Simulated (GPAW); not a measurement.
# K3RbCl4 (ordered alloy, started on the rocksalt lattice) (Pm-3m): G0W0 with GPAW, start to end

Aim: the G0W0 gap of K3RbCl4 (ordered alloy, started on the rocksalt lattice) (Pm-3m) on LDA, step by step.

Main program and level: GPAW 26.7.0; LDA and many-body steps on it, plane waves.

This is a report of a sequence of runs, with most program output left out.

The structure was built from a prototype and need not be the compound's stable phase.

### 1. Starting point

It takes space group Pm-3m (No. 221, cubic). The conventional cell has a = 6.167 Å, b = 6.167 Å, c = 6.167 Å, α = 90.00°, β = 90.00°, γ = 90.00°. K has 6 Cl at 3.08 Å nearest. Cl has 2 Rb at 3.08 Å and 4 K at 3.08 Å nearest. Nearest to Rb lie 6 Cl at 3.08 Å. Nearest to Cl lie 6 K at 3.08 Å. Farther neighbours and most contacts between anions are not listed.

Coordinates:

```cif
data_structure
_symmetry_space_group_name_H-M 'Pm-3m'
_symmetry_Int_Tables_number 221
_cell_length_a 6.1673
_cell_length_b 6.1673
_cell_length_c 6.1673
_cell_angle_alpha 90.000
_cell_angle_beta 90.000
_cell_angle_gamma 90.000
_cell_volume 234.57
loop_
_atom_site_label
_atom_site_type_symbol
_atom_site_symmetry_multiplicity
_atom_site_Wyckoff_symbol
_atom_site_fract_x
_atom_site_fract_y
_atom_site_fract_z
_atom_site_occupancy
K1 K 3 d 0.50000 0.00000 0.00000 1
Cl1 Cl 3 c 0.00000 0.50000 0.50000 1
Rb1 Rb 1 b 0.50000 0.50000 0.50000 1
Cl2 Cl 1 a 0.00000 0.00000 0.00000 1
```

The structure was relaxed with LDA. The structure type comes from a generator and need not be one that this composition takes. The runs that relaxed it are not among those shown.

### 2. Ground state

This step: GPAW 26.7.0; DFT, LDA, plane waves, PAW.

The ground-state density comes first.

File run.py:

```python
import json
import numpy as np
from gpaw.mpi import world
from ase import Atoms
from gpaw import GPAW, PW, FermiDirac

atoms = Atoms(['K', 'Cl', 'K', 'Cl', 'K', 'Cl', 'Rb', 'Cl'],
    cell=[[6.1672660000, 0.0000000000, 0.0000000000],
      [0.0000000000, 6.1672660000, 0.0000000000],
      [0.0000000000, 0.0000000000, 6.1672660000]],
    scaled_positions=[[0.5000000000, 0.0000000000, 0.0000000000],
      [0.0000000000, 0.5000000000, 0.5000000000],
      [0.0000000000, 0.5000000000, 0.0000000000],
      [0.5000000000, 0.0000000000, 0.5000000000],
      [0.0000000000, 0.0000000000, 0.5000000000],
      [0.5000000000, 0.5000000000, 0.0000000000],
      [0.5000000000, 0.5000000000, 0.5000000000],
      [0.0000000000, 0.0000000000, 0.0000000000]],
    pbc=(True, True, True))
calc = GPAW(mode=PW(450),
    xc='LDA',
    kpts={'size': (4, 4, 4), 'gamma': True},
    occupations=FermiDirac(0.001),
    nbands=-10,
    convergence={'density': 1e-6, 'bands': -3},
    maxiter=100,
    txt='gs.txt')
atoms.calc = calc
res = {'energy': atoms.get_potential_energy()}
kpts = calc.get_ibz_k_points()
res['kpts'] = kpts
res['eigenvalues'] = [calc.get_eigenvalues(kpt=k) for k in range(len(kpts))]
res['n_electrons'] = calc.get_number_of_electrons()
calc.write('gs.gpw')

if world.rank == 0:
    with open('result.json', 'w') as f:
        json.dump(res, f, default=lambda x: x.tolist())
```

Started as:

```bash
$ mpirun -n 4 gpaw python run.py
```

Wall time 33 s (4 MPI ranks of Arm Neoverse V1, shared host); peak memory 0.75 GiB; 2.2 min of CPU time.

This step gave:

```yaml
total_energy: -29.90 eV
gap: 4.956 eV
k_of_the_valence_top: 0, 0, 0
k_of_the_conduction_bottom: 0, 0, 0
least_direct_gap: 4.956 eV
```

The gap is direct, at Γ.

### 3. Empty states on the mesh, 2×2×2 mesh, 144 bands

The sums over transitions need many empty states on a uniform mesh; this step solves for them.

File run.py:

```python
import json
import numpy as np
from gpaw.mpi import world
from gpaw import GPAW

calc = GPAW('gs.gpw').fixed_density(kpts={'size': (2, 2, 2), 'gamma': True},
    nbands=168,
    convergence={'bands': 144},
    txt='nscf.txt')
calc.write('full.gpw', mode='all')
res = {}
kpts = calc.get_ibz_k_points()
res['kpts'] = kpts
res['eigenvalues'] = [calc.get_eigenvalues(kpt=k) for k in range(len(kpts))]
res['n_electrons'] = calc.get_number_of_electrons()

if world.rank == 0:
    with open('result.json', 'w') as f:
        json.dump(res, f, default=lambda x: x.tolist())
```

Started as:

```bash
$ mpirun -n 4 gpaw python run.py
```

Elapsed: 27 s, on 4 MPI ranks; peak memory 1 GiB; 1.8 min of CPU time.

Numbers from this step:

```
gap                                                           : 4.956 eV
k of the valence top                                          : 0, 0, 0
k of the conduction bottom                                    : 0, 0, 0
least direct gap                                              : 4.956 eV
k points computed                                             : 4
lowest point of the top converged band, above the valence top : 31.85 eV
```

On this mesh the gap is 4.956 eV.

### 4. Screening and self-energy, 2×2×2 mesh, 134 bands, screening to 40 eV

G0W0 replaces the xc potential by the self-energy, built once from these orbitals. Only a window of levels is corrected, while the sums run over the empty bands that the input names.

This step: G0W0 on LDA, plane waves, PAW.

File run.py:

```python
import json
import numpy as np
from gpaw.mpi import world
from gpaw.response.g0w0 import G0W0

gw = G0W0('full.gpw',
    filename='gw',
    kpts=[0],
    bands=(30, 34),
    ecut=40,
    nbands=134,
    integrate_gamma='WS',
    ppa=True)
gw.calculate()
res = {mode: {k: v for k, v in r.items() if k != 'sigma_eskwn'}
       for mode, r in gw.all_results.items()}

if world.rank == 0:
    with open('result.json', 'w') as f:
        json.dump(res, f, default=lambda x: x.tolist())
```

Started as:

```bash
$ mpirun -n 4 gpaw python run.py
```

It took 15 s on 4 MPI ranks; peak memory 1.4 GiB.

This step gave:

```
G0W0 gap on the points computed              : 7.658 eV
least direct G0W0 gap on the computed points : 7.658 eV
Z at the valence top                         : 0.8247
Z at the conduction bottom                   : 0.8774
starting gap on the mesh                     : 4.956 eV
k of the valence top                         : 0, 0, 0
k of the conduction bottom                   : 0, 0, 0
```

The gap on the mesh goes from 4.96 eV to 7.66 eV, a correction of +2.70 eV.

Limits: finite bands, cutoff and mesh; no spin-orbit coupling; coarse k mesh. v1 is the top filled band, c1 the lowest empty one. The levels before and after the correction (eV, zero at the valence-band top of each column):

|  | conduction bottom | valence top |
| --- | --- | --- |
| Kohn-Sham | 4.96 | 0.00 |
| G0W0 | 7.66 | 0.00 |

|  | level | energy (eV) |
| --- | --- | --- |
| Kohn-Sham | Γ v2-v1 | 0.000 |
| Kohn-Sham | Γ c1 | 4.956 |
| Kohn-Sham | Γ c2 | 5.927 |
| G0W0 | Γ v2-v1 | 0.000 |
| G0W0 | Γ c1 | 7.658 |
| G0W0 | Γ c2 | 8.986 |

### 5. Where the time went

Times are wall times on 4 MPI ranks of Arm Neoverse V1, shared host, good to a factor of about two.

| step | time | share | memory (GiB) |
| --- | --- | --- | --- |
| ground state | 33 s | 44 % | 0.75 |
| empty states on the mesh | 27 s | 36 % | 1.0 |
| screening and self-energy | 15 s | 20 % | 1.4 |

### 6. Results

| Item | Value |
| --- | --- |
| LDA gap | 4.96 eV, direct |
| G0W0 gap on the mesh | 7.66 eV |
| GW settings | 2×2×2 mesh, 134 bands, screening to 40 eV, Godby-Needs plasmon pole |
| known limits | not at the basis limit; no spin-orbit coupling; coarse k mesh |

G0W0 moves the gap on the mesh from 4.96 eV to 7.66 eV (+2.70 eV), with Z of 0.82 and 0.88 at the edges. Only 1 of the mesh's irreducible points was corrected, so a valley elsewhere could overtake. Bands and cutoff are finite, so the gap is not at the basis limit. The miss can reach some tenths of an eV and take either sign; the mesh is an error of its own. These stock PAW sets were not made for GW. In the G0W0 run levels were corrected at 1 k point alone, so a gap called «on the mesh» is the least over those, and an edge elsewhere would be missed. The 2×2×2 mesh is coarse for this cell, which bears on the long-range parts of exchange and screening. The many-body steps are scalar-relativistic: spin-orbit coupling is not in them.

[Paths, hosts, dates, memory and timing lines, banners, echoed tables and standing remarks are left out of the program output.]

[Logs are printed without paths, hosts, clocks, repeated set-up lines and the standing remarks that a program may print on its own settings, such as how far it seeks lower states.]

[Runs of the session that timed out or met a known fault of the program may be left out.]

[Hosts, paths, dates, database ids (printed as entryN), source tags and the programs' standing remarks are cut or masked in the printed files.]
